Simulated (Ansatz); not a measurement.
# Lattice dynamics of (GaN)2(ZnO)2 [0001] superlattice, started as wurtzite

How does (GaN)2(ZnO)2 [0001] superlattice, started as wurtzite vibrate, and is this structure a minimum?

Calculated with Ansatz 0.2.0; DFT PBEsol, scalar-relativistic, plane waves, PAW.

The structure was built from a prototype and need not be the compound's stable phase.

### 1. The structure

Symmetry: P3m1, No. 156, trigonal system. Conventional cell: a = 3.220 Å, b = 3.220 Å, c = 10.400 Å, α = 90.00°, β = 90.00°, γ = 120.00°. Ga has 1 N at 1.95 Å and 3 O at 1.97 Å nearest. Nearest to Ga lie 4 N at 1.95 to 1.97 Å. Nearest to N lie 4 Ga at 1.95 to 1.97 Å. N has 1 Ga at 1.95 Å and 3 Zn at 1.97 Å nearest. O has 4 Zn at 1.95 to 1.97 Å nearest. Nearest to O lie 1 Zn at 1.95 Å and 3 Ga at 1.97 Å. Farther neighbours and most contacts between anions are not listed.

### 2. Coarse relaxation

The start is far from rest, so a relaxation with loose tolerances brings it close first.

Input file input.yaml:

```yaml
crystal:
  lattice:
    - [3.22, 0.0, 0.0]
    - [-1.61, 2.7886, 0.0]
    - [0.0, 0.0, 10.4]
  atoms:
    - { symbol: Ga, position: [0.333333, 0.666667, 0.0] }
    - { symbol: Ga, position: [0.666667, 0.333333, 0.25] }
    - { symbol: "N", position: [0.333333, 0.666667, 0.1875] }
    - { symbol: "N", position: [0.666667, 0.333333, 0.4375] }
    - { symbol: O, position: [0.333333, 0.666667, 0.6875] }
    - { symbol: O, position: [0.666667, 0.333333, 0.9375] }
    - { symbol: Zn, position: [0.333333, 0.666667, 0.5] }
    - { symbol: Zn, position: [0.666667, 0.333333, 0.75] }
kpoints:
  mp_grid: { grid: [9, 9, 2] }
hamiltonian:
  xc: pbesol
scf:
  occupations: { method: gaussian, width: 0.1 }
output:
  forces: true
  stress: true
  eigenvalues: true
relax:
  adjacent_minimum: "off"
  f_tol: 0.05
  max_steps: 80
  cell: { stress_tol: 0.5 }
```

Launch:

```sh
$ ansatz run input.yaml --threads 4 --pin off --max-ram 14336MiB --backend cpu --events-out ev --progress --plain --runs-dir out
```

Numbers of over 12 decimals in the logs are rounded to 6 here.

What it wrote:

```text
[...]
atoms:
    - { symbol: Ga, position: [0.333333, 0.666667, 0.00450575] }
    - { symbol: Ga, position: [0.666667, 0.333333, 0.258216] }
    - { symbol: N, position: [0.333333, 0.666667, 0.187416] }
    - { symbol: N, position: [0.666667, 0.333333, 0.441361] }
    - { symbol: O, position: [0.333333, 0.666667, 0.702452] }
    - { symbol: O, position: [0.666667, 0.333333, 0.944268] }
    - { symbol: Zn, position: [0.333333, 0.666667, 0.487576] }
    - { symbol: Zn, position: [0.666667, 0.333333, 0.724205] }
[key lines of the parts left out:]
SCF converged after 6 iterations
Free energy (F): -15928.515743 eV
Fermi energy:    9.951317 eV
P = ⅓ Tr σ = 0.0453 GPa (0.453 kbar)
```

Elapsed: 24 s, on 4 threads of Arm Neoverse V2, shared host; peak memory 0.45 GiB.

Relaxation path:

```csv
step,energy less that of the first step (eV),largest force component (eV/Å),pressure (GPa),volume (Å³)
1,0.0000,1.8152,1.49,93.38
2,-0.1990,1.3152,0.49,93.86
3,-0.3782,1.1162,1.86,93.68
4,-0.4361,0.6391,1.02,94.12
5,-0.4483,0.4367,-0.72,95.07
6,-0.4600,0.0840,0.04,94.47
7,-0.4604,0.0287,-0.01,94.46
8*,-0.4652,0.0293,0.05,94.46
```

Relaxation steps marked * repeat the geometry before them on a plane-wave basis chosen anew for their cell, so energy and pressure can jump there.

Forces are held to the 6 operations that the run works with; a distortion that breaks them can't arise in this run.

```csv
"conventional cell, symmetrised",before,after,change
a (Å),3.220,3.254,+1.1 %
b (Å),3.220,3.254,+1.1 %
c (Å),10.400,10.299,-1.0 %
volume (Å³/atom),11.67,11.81,+1.2 %
```

The atoms that moved most (Å, as changes of fractional coordinates times the final cell):

```csv
atom,dx,dy,dz,length
Zn8,0.000,0.000,-0.266,0.266
O5,0.000,0.000,0.154,0.154
Zn7,0.000,0.000,-0.128,0.128
Ga2,0.000,0.000,0.085,0.085
O6,0.000,0.000,0.070,0.070
Ga1,0.000,0.000,0.046,0.046
N4,0.000,0.000,0.040,0.040
```

This step gave:

```
pressure          : 0.04527 GPa
volume per atom   : 11.81 Å³
gap on the k-mesh : 0 eV
```

In this step the volume went from 11.67 to 11.81 Å³/atom.

### 3. Relaxation

Harmonic phonons are second derivatives at a point where the forces vanish, and they are wanted at zero stress, so atoms and cell are relaxed first.

Input file input.yaml:

```yaml
crystal:
  lattice:
    - [3.2544045803, 0.0, 0.0]
    - [-1.6272022902, 2.8183970407, 0.0]
    - [0.0, 0.0, 10.2987934737]
  atoms:
    - { symbol: Ga, position: [0.3333333333, 0.6666666667, 0.0045057549] }
    - { symbol: Ga, position: [0.6666666667, 0.3333333333, 0.2582160837] }
    - { symbol: "N", position: [0.3333333333, 0.6666666667, 0.1874159967] }
    - { symbol: "N", position: [0.6666666667, 0.3333333333, 0.4413609779] }
    - { symbol: O, position: [0.3333333333, 0.6666666667, 0.702452105] }
    - { symbol: O, position: [0.6666666667, 0.3333333333, 0.9442678613] }
    - { symbol: Zn, position: [0.3333333333, 0.6666666667, 0.487576215] }
    - { symbol: Zn, position: [0.6666666667, 0.3333333333, 0.7242050054] }
kpoints:
  mp_grid: { grid: [12, 12, 4] }
hamiltonian:
  xc: pbesol
scf:
  occupations: { method: gaussian, width: 0.1 }
output:
  forces: true
  stress: true
  eigenvalues: true
relax:
  adjacent_minimum: "off"
  f_tol: 0.005
  max_steps: 80
  cell: { stress_tol: 0.05 }
```

What it wrote:

```text
[...]
Crystal: 8 atoms, lattice volume = 94.463 Å³
Basis set: ecut = 420 eV, 1895 PW (Γ), exchange–correlation on 48×48×144 points (8 copies of the dense FFT grid, shifted against one another)
Bands: 44, of which v1, the nominal top of the filled ones, is band 36 counted from 1 (35 counted from 0)
Symmetry: 6 space group operations
[...]
k-points: 69 of 576 (time reversal used)
[...]
atoms:
    - { symbol: Ga, position: [0.333333, 0.666667, 0.00403853] }
    - { symbol: Ga, position: [0.666667, 0.333333, 0.258253] }
    - { symbol: N, position: [0.333333, 0.666667, 0.187392] }
    - { symbol: N, position: [0.666667, 0.333333, 0.441746] }
    - { symbol: O, position: [0.333333, 0.666667, 0.702539] }
    - { symbol: O, position: [0.666667, 0.333333, 0.943865] }
    - { symbol: Zn, position: [0.333333, 0.666667, 0.487755] }
    - { symbol: Zn, position: [0.666667, 0.333333, 0.724412] }
[key lines of the parts left out:]
SCF converged after 6 iterations
Free energy (F): -15928.507267 eV
Fermi energy:    9.871651 eV
P = ⅓ Tr σ = -0.0089 GPa (-0.089 kbar)
```

The job ended after 34 s (4 threads; peak memory 0.57 GiB; 2.2 min of CPU time).

Relaxation path:

```csv
step,energy less that of the first step (eV),largest force component (eV/Å),pressure (GPa),volume (Å³)
1,0.0000,0.0223,0.07,94.46
2,-0.0001,0.0156,0.04,94.46
3,-0.0004,0.0065,0.03,94.40
4,-0.0003,0.0029,-0.01,94.43
5*,-0.0003,0.0029,-0.01,94.43
```

Relaxation steps marked * repeat the geometry before them on a plane-wave basis chosen anew for their cell, so energy and pressure can jump there.

The run keeps the 6 symmetry operations that it works with, so distortions that break them were not tested.

```csv
"conventional cell, symmetrised",before,after,change
a (Å),3.254,3.257,+0.1 %
b (Å),3.254,3.257,+0.1 %
c (Å),10.299,10.281,-0.2 %
volume (Å³/atom),11.81,11.80,-0.0 %
```

This step gave:

| Quantity | Value |
| --- | --- |
| pressure | -0.008920 GPa |
| volume per atom | 11.80 Å³ |

In this step the volume went from 11.81 to 11.80 Å³/atom.

### 4. Relaxing to small forces for the phonons

Phonons need a cell at rest on their own settings, so the relaxation is repeated with tight tolerances on forces and stress on the k mesh and occupations of the first response run.

Input file input.yaml:

```yaml
crystal:
  lattice:
    - [3.2566692548, 0.0, 0.0]
    - [-1.6283346274, 2.8203583063, 0.0]
    - [0.0, 0.0, 10.2811930894]
  atoms:
    - { symbol: Ga, position: [0.3333333333, 0.6666666667, 0.0040385273] }
    - { symbol: Ga, position: [0.6666666667, 0.3333333333, 0.258253025] }
    - { symbol: "N", position: [0.3333333333, 0.6666666667, 0.1873915159] }
    - { symbol: "N", position: [0.6666666667, 0.3333333333, 0.4417455666] }
    - { symbol: O, position: [0.3333333333, 0.6666666667, 0.7025388984] }
    - { symbol: O, position: [0.6666666667, 0.3333333333, 0.943864968] }
    - { symbol: Zn, position: [0.3333333333, 0.6666666667, 0.4877552492] }
    - { symbol: Zn, position: [0.6666666667, 0.3333333333, 0.7244122496] }
kpoints:
  mp_grid: { grid: [12, 12, 4] }
hamiltonian:
  xc: pbesol
scf:
  occupations: { method: methfessel_paxton, width: 0.2 }
output:
  forces: true
  stress: true
  eigenvalues: true
relax:
  adjacent_minimum: "off"
  f_tol: 0.001
  max_steps: 60
  cell: { stress_tol: 0.01 }
```

What it wrote:

```text
[...]
Crystal: 8 atoms, lattice volume = 94.432 Å³
Basis set: ecut = 420 eV, 1907 PW (Γ), exchange–correlation on 48×48×144 points (8 copies of the dense FFT grid, shifted against one another)
Bands: 44, of which v1, the nominal top of the filled ones, is band 36 counted from 1 (35 counted from 0)
Symmetry: 6 space group operations
[...]
k-points: 69 of 576 (time reversal used)
[...]
atoms:
    - { symbol: Ga, position: [0.333333, 0.666667, 0.00422891] }
    - { symbol: Ga, position: [0.666667, 0.333333, 0.258230] }
    - { symbol: N, position: [0.333333, 0.666667, 0.187386] }
    - { symbol: N, position: [0.666667, 0.333333, 0.441517] }
    - { symbol: O, position: [0.333333, 0.666667, 0.702043] }
    - { symbol: O, position: [0.666667, 0.333333, 0.943811] }
    - { symbol: Zn, position: [0.333333, 0.666667, 0.487845] }
    - { symbol: Zn, position: [0.666667, 0.333333, 0.724941] }
[key lines of the parts left out:]
SCF converged after 6 iterations
Free energy (F): -15928.505853 eV
Fermi energy:    9.873951 eV
P = ⅓ Tr σ = 0.0016 GPa (0.016 kbar)
```

It took 45 s on 4 threads; peak memory 0.57 GiB.

Relaxation path:

```csv
step,energy less that of the first step (eV),largest force component (eV/Å),pressure (GPa),volume (Å³)
1,0.0000,0.0075,-0.01,94.43
2,0.0000,0.0063,0.00,94.43
3,0.0000,0.0096,0.01,94.44
4,0.0000,0.0056,0.02,94.44
5,0.0001,0.0021,-0.01,94.46
6,0.0000,0.0003,0.00,94.45
7*,0.0000,0.0004,0.00,94.45
```

Relaxation steps marked * repeat the geometry before them on a plane-wave basis chosen anew for their cell, so energy and pressure can jump there.

Forces are held to the 6 operations that the run works with; a distortion that breaks them can't arise in this run.

```csv
"conventional cell, symmetrised",before,after,change
a (Å),3.257,3.255,-0.0 %
b (Å),3.257,3.255,-0.0 %
c (Å),10.281,10.291,+0.1 %
volume (Å³/atom),11.80,11.81,+0.0 %
```

The relaxed structure:

```
Ga N O Zn
1.0
     3.25550    0.00000    0.00000
    -1.62775    2.81934    0.00000
     0.00000    0.00000   10.29093
Ga N O Zn
2 2 2 2
Cartesian
  0.0000 1.8796 0.0435
  1.6277 0.9398 2.6574
  0.0000 1.8796 1.9284
  1.6277 0.9398 4.5436
  0.0000 1.8796 7.2247
  1.6277 0.9398 9.7127
  0.0000 1.8796 5.0204
  1.6277 0.9398 7.4603
```

Numbers from this step:

```yaml
pressure: 0.001565 GPa
volume_per_atom: 11.81 Å³
```

The largest force component left is 0.40 meV/Å and the pressure is 0.002 GPa, within the tolerances set. The cell now holds 11.81 Å³/atom.

### 5. Modes at Γ

The zone centre is the only wavevector solved here; it holds the modes that light can see, as far as symmetry allows. No field response is asked, since the mesh shows no gap.

Input file input.yaml:

```yaml
crystal:
  lattice:
    - [3.2554976055, 0.0, 0.0]
    - [-1.6277488028, 2.8193436283, 0.0]
    - [0.0, 0.0, 10.2909310136]
  atoms:
    - { symbol: Ga, position: [0.3333333333, 0.6666666667, 0.004228909] }
    - { symbol: Ga, position: [0.6666666667, 0.3333333333, 0.2582298277] }
    - { symbol: "N", position: [0.3333333333, 0.6666666667, 0.1873855569] }
    - { symbol: "N", position: [0.6666666667, 0.3333333333, 0.4415166303] }
    - { symbol: O, position: [0.3333333333, 0.6666666667, 0.7020428327] }
    - { symbol: O, position: [0.6666666667, 0.3333333333, 0.943810641] }
    - { symbol: Zn, position: [0.3333333333, 0.6666666667, 0.4878445386] }
    - { symbol: Zn, position: [0.6666666667, 0.3333333333, 0.7249410639] }
kpoints:
  mp_grid: { grid: [12, 12, 4] }
hamiltonian:
  xc: pbesol
scf:
  occupations: { method: methfessel_paxton, width: 0.2 }
output:
  eigenvalues: true
phonons:
  method: dfpt
```

What it wrote:

```text
[...]
Crystal: 8 atoms, lattice volume = 94.454 Å³
Basis set: ecut = 420 eV, 1883 PW (Γ), exchange–correlation on 48×48×144 points (8 copies of the dense FFT grid, shifted against one another)
Bands: 44, of which v1, the nominal top of the filled ones, is band 36 counted from 1 (35 counted from 0)
Symmetry: 6 space group operations
k-points: 164 of 576 (irreducible under 2 space group operations, time reversal used)
[...]
SCF iter   1: F=—  HF=-15928.559852 eV  |F-HF|=—  |Δ(HF+E_count)|=         —  Δρ=1.45e-2  dr2=2.58e-1  ethr=1.77e-3  ⟨swp⟩=5.6  Hψ=25850  notcnv=0
[...]
SCF iter  13: F=-15928.505853 eV  HF=-15928.505853 eV  |F-HF|=1.09e-11  |Δ(HF+E_count)|=  1.82e-11  S|Δr|=    0.00e0  Δρ=9.31e-8  dr2=8.87e-12  ethr=1.00e-12  ⟨swp⟩=10.3  Hψ=36508  notcnv=0
SCF 1 converged in 13 iterations: F = -15928.505853 eV  dr2 = 8.87e-12
[...]
DFPT response loops at Γ: preconditioner auto → Kerker (q_TF=auto, 2.608 Å⁻¹) (partly filled bands, converged f_vac=0.020); β = 1.00, the filter's whole step (`scf.mixing.beta` (0.50) is not read by the response loops under this deck's `scf.mixing.preconditioner`; to damp them name `kerker` or `kerker_dos`, under which they read `scf.mixing.beta`, and type it under 1.00, their step now; both keys bind the ground state too); Broyden in place of MSR1
SCF converged after 13 iterations
[...]
Free energy (F): -15928.505853 eV
[...]
Internal energy: -15928.499130 eV  (E = F + TS)
E sigma→0 (E₀):  -15928.504173 eV
Entropy (-TS):   -0.006723 eV (-0.840 meV/atom)
Fermi energy:    9.873950 eV
[...]
--- Band table (eV; the first three rows and the last of 164) ---
  k-point 0: bands = [... 32 lower, 7.9613, 7.9613, 8.4492, 10.1906, 10.1906, 11.1326, 11.8661, 13.6906, ... 4 higher]
  k-point 1: bands = [... 32 lower, 7.9627, 7.9627, 8.9293, 10.1906, 10.1906, 10.9445, 11.8731, 13.7570, ... 4 higher]
  k-point 2: bands = [... 32 lower, 7.9639, 7.9639, 9.2878, 10.1906, 10.1906, 10.7201, 11.8778, 13.8201, ... 4 higher]
  k-point 163: bands = [... 32 lower, 5.8371, 7.1451, 7.3146, 7.8093, 12.4577, 13.3612, 14.3859, 14.9734, ... 4 higher]
--- Phonons (Γ-DFPT): 16 representative perturbations + reference, on 164 of 576 k-points (Σ response iterations 67) ---
  k mesh reduced under 2 symmetry operations, with k and −k counted as one. Each operation leaves every solved perturbation unchanged. A smaller set is not used because it would not reduce the number of displacements times k-points to solve
  ASR residual: 5.603e-5 → 0.000e0 eV/Å²; symmetrization residual: 3.993e-5 eV/Å²
  ASR residual per site (eV/Å²): 2.21e-5 3.14e-5 2.00e-5 1.69e-5 5.60e-5 3.19e-5 1.61e-5 6.18e-6
  Γ frequencies (cm⁻¹): 0.00 0.00 0.00 74.58 74.58 82.98 82.98 113.84 115.07 115.07 176.79 215.28 267.40 394.84 394.84 429.61 438.83 438.83 512.03 512.03 526.15 526.15 619.68 686.48
  non-analytic LO–TO correction: not included (Born effective charges unavailable; polar crystals: no LO–TO splitting at Γ)
```

It took 5.7 min on 4 threads; peak memory 2.6 GiB.

Numbers from this step:

```yaml
sum_rule_residual_before_enforcement: 5.60e-5 eV/Å²
point_group: 3m
highest_optical_mode_at_the_zone_centre_no_lo_to_term: 686.5 cm⁻¹
lowest_optical_zone_centre_mode: 74.58 cm⁻¹
```

Patterns of degenerate modes are one choice out of their space. The modes at Γ (shares of kinetic energy by element, %):

```csv
mode,frequency (cm⁻¹),symmetry,Ga %,N %,O %,Zn %
1,0.0,acoustic,42,8,10,40
2,0.0,acoustic,42,8,10,40
3,0.0,acoustic,42,8,10,40
4,74.6,E,23,3,14,60
5,74.6,E,23,3,14,60
6,83.0,E,37,8,7,47
7,83.0,E,37,8,7,47
8,113.8,A1,17,4,2,76
9,115.1,E,68,9,4,20
10,115.1,E,68,9,4,20
11,176.8,A1,23,2,8,67
12,215.3,A1,10,1,88,1
13,267.4,A1,73,5,7,15
14,394.8,E,17,1,82,0
15,394.8,E,17,1,82,0
16,429.6,A1,16,3,81,0
17,438.8,E,13,85,2,0
18,438.8,E,13,85,2,0
19,512.0,E,0,81,4,15
20,512.0,E,0,81,4,15
21,526.1,E,0,4,78,18
22,526.1,E,0,4,78,18
23,619.7,A1,13,83,4,0
24,686.5,A1,6,93,0,0
```

Displacements in mode 5 (74.6 cm⁻¹), the largest set to 1:
```
Ga1 -0.32 -0.02  0.00
Ga2 -0.52 -0.02  0.00
N3  -0.49 -0.02  0.00
N4  -0.15 -0.01  0.00
O5   0.94  0.04  0.00
O6  -0.26 -0.01  0.00
Zn7 -0.13 -0.01  0.00
Zn8  1.00  0.05  0.00
```

Displacements in mode 15 (394.8 cm⁻¹), the largest set to 1:
```
Ga1 -0.21 -0.01  0.00
Ga2 -0.03  0.00  0.00
N3   0.14  0.01  0.00
N4   0.00  0.00  0.00
O5   0.02  0.00  0.00
O6   1.00  0.06  0.00
Zn7  0.00  0.00  0.00
Zn8 -0.02  0.00  0.00
```

Before it was imposed, the acoustic sum rule was missed by 5.6e-5 eV/Å². Small misses are needed for a sound result but don't prove that mesh and cutoff are converged. The lowest optical mode is real, 74.6 cm⁻¹.

### 6. Another isotope, element Ga, natural mass 69.723 amu

An isotope changes the mass and not the force constants, so no new electronic calculation is needed; the shifts show which modes move this element.

The same force constants with the mass of Ga changed from 69.723 to 70.925 u (phonopy, no LO-TO term). Both lists are sorted by frequency; levels can cross, so a row need not hold one and the same mode. Modes under 3 cm⁻¹ are left out. Isotope shifts, by row:

```csv
q,rank,natural mass (cm⁻¹),changed mass (cm⁻¹)
0 0 0,4,74.58,74.43
0 0 0,5,74.58,74.43
0 0 0,6,82.98,82.72
0 0 0,7,82.98,82.72
0 0 0,8,113.8,113.7
0 0 0,9,115.1,114.4
0 0 0,10,115.1,114.4
0 0 0,11,176.8,176.4
0 0 0,12,215.3,215.1
0 0 0,13,267.4,265.7
0 0 0,14,394.8,394.3
0 0 0,15,394.8,394.3
0 0 0,16,429.6,429
0 0 0,17,438.8,438.4
0 0 0,18,438.8,438.4
0 0 0,19,512,512
0 0 0,20,512,512
0 0 0,21,526.1,526.1
0 0 0,22,526.1,526.1
0 0 0,23,619.7,619
0 0 0,24,686.5,686.1
```

A mode of this element alone would shift by -0.85 %. The highest zone-centre frequency without the field goes from 686.5 to 686.1 cm⁻¹ (-0.1 %). The product of the frequency ratios over all optical modes at Γ is 0.960; the product rule, (m/m′)^(3k/2) (M′/M)^(3/2) with k = 2 such atoms and M the mass of the cell, gives 0.960.

### 7. Isotope substitution, element N, natural mass 14.007 amu

The same for N, from 14.01 to 15.00 u.

The same force constants with the mass of N changed from 14.007 to 15.000 u (phonopy, no LO-TO term). Both lists are sorted by frequency; levels can cross, so a row need not hold one and the same mode. Modes under 3 cm⁻¹ are left out. Isotope shifts, by row:

```csv
q,rank,natural mass (cm⁻¹),changed mass (cm⁻¹)
0 0 0,4,74.58,74.5
0 0 0,5,74.58,74.5
0 0 0,6,82.98,82.74
0 0 0,7,82.98,82.74
0 0 0,8,113.8,113.7
0 0 0,9,115.1,114.7
0 0 0,10,115.1,114.7
0 0 0,11,176.8,176.7
0 0 0,12,215.3,215.2
0 0 0,13,267.4,266.9
0 0 0,14,394.8,394.6
0 0 0,15,394.8,394.6
0 0 0,16,429.6,426.4
0 0 0,17,438.8,426.4
0 0 0,18,438.8,429.2
0 0 0,19,512,497.8
0 0 0,20,512,497.8
0 0 0,21,526.1,525.8
0 0 0,22,526.1,525.8
0 0 0,23,619.7,602.5
0 0 0,24,686.5,664.9
```

A mode of this element alone would shift by -3.37 %. The highest zone-centre frequency without the field goes from 686.5 to 664.9 cm⁻¹ (-3.1 %). The product of the frequency ratios over all optical modes at Γ is 0.822; the product rule, (m/m′)^(3k/2) (M′/M)^(3/2) with k = 2 such atoms and M the mass of the cell, gives 0.822.

### 8. Isotope substitution, element O, natural mass 15.999 amu

The same for O, from 16.00 to 18.00 u.

A mode of this element alone would shift by -5.72 %. The highest zone-centre frequency without the field goes from 686.5 to 686.5 cm⁻¹ (-0.0 %). The product of the frequency ratios over all optical modes at Γ is 0.715; the product rule, (m/m′)^(3k/2) (M′/M)^(3/2) with k = 2 such atoms and M the mass of the cell, gives 0.715.

### 9. Another isotope, element Zn, natural mass 65.38 amu

The same for Zn, from 65.38 to 67.92 u.

A mode of this element alone would shift by -1.89 %. The highest zone-centre frequency without the field goes from 686.5 to 686.5 cm⁻¹ (-0.0 %). The product of the frequency ratios over all optical modes at Γ is 0.913; the product rule, (m/m′)^(3k/2) (M′/M)^(3/2) with k = 2 such atoms and M the mass of the cell, gives 0.912.

### 10. Results

- space group after relaxation (within 0.01 Å): P3m1
- volume per atom: 11.8 Å³
- electronic character: no gap on this mesh
- highest optical mode at the zone centre (no LO-TO term): 686 cm⁻¹
- lowest optical zone-centre mode: 74.6 cm⁻¹
- imaginary modes at Γ (the only wavevector solved): none

**Reading.** The structure is stable against zone-centre distortions, since no mode there is imaginary; other wavevectors were not solved, so zone-boundary instabilities are untested. The optical modes at Γ span 75 to 686 cm⁻¹. No dispersion was computed. The highest mode in this list at Γ, 686.5 cm⁻¹, is mostly motion of N (93 % of the kinetic energy). With no gap, or one that is small against the smearing, the frequencies hang on the k mesh and the smearing, most of all near Kohn anomalies. A semilocal functional can close a gap that the real compound would have, so the metallic treatment may be an artefact of the level. The starting cell was built on a prototype and not taken from a measurement, so the phase need not exist. These are harmonic frequencies at zero temperature: anharmonic shifts, linewidths and thermal expansion are left out.

[Logs are printed without paths, hosts, clocks, repeated set-up lines and the standing remarks that a program may print on its own settings, such as how far it seeks lower states.]

[Hosts, paths, dates, database ids (printed as entryN), source tags and the programs' standing remarks are cut or masked in the printed files.]
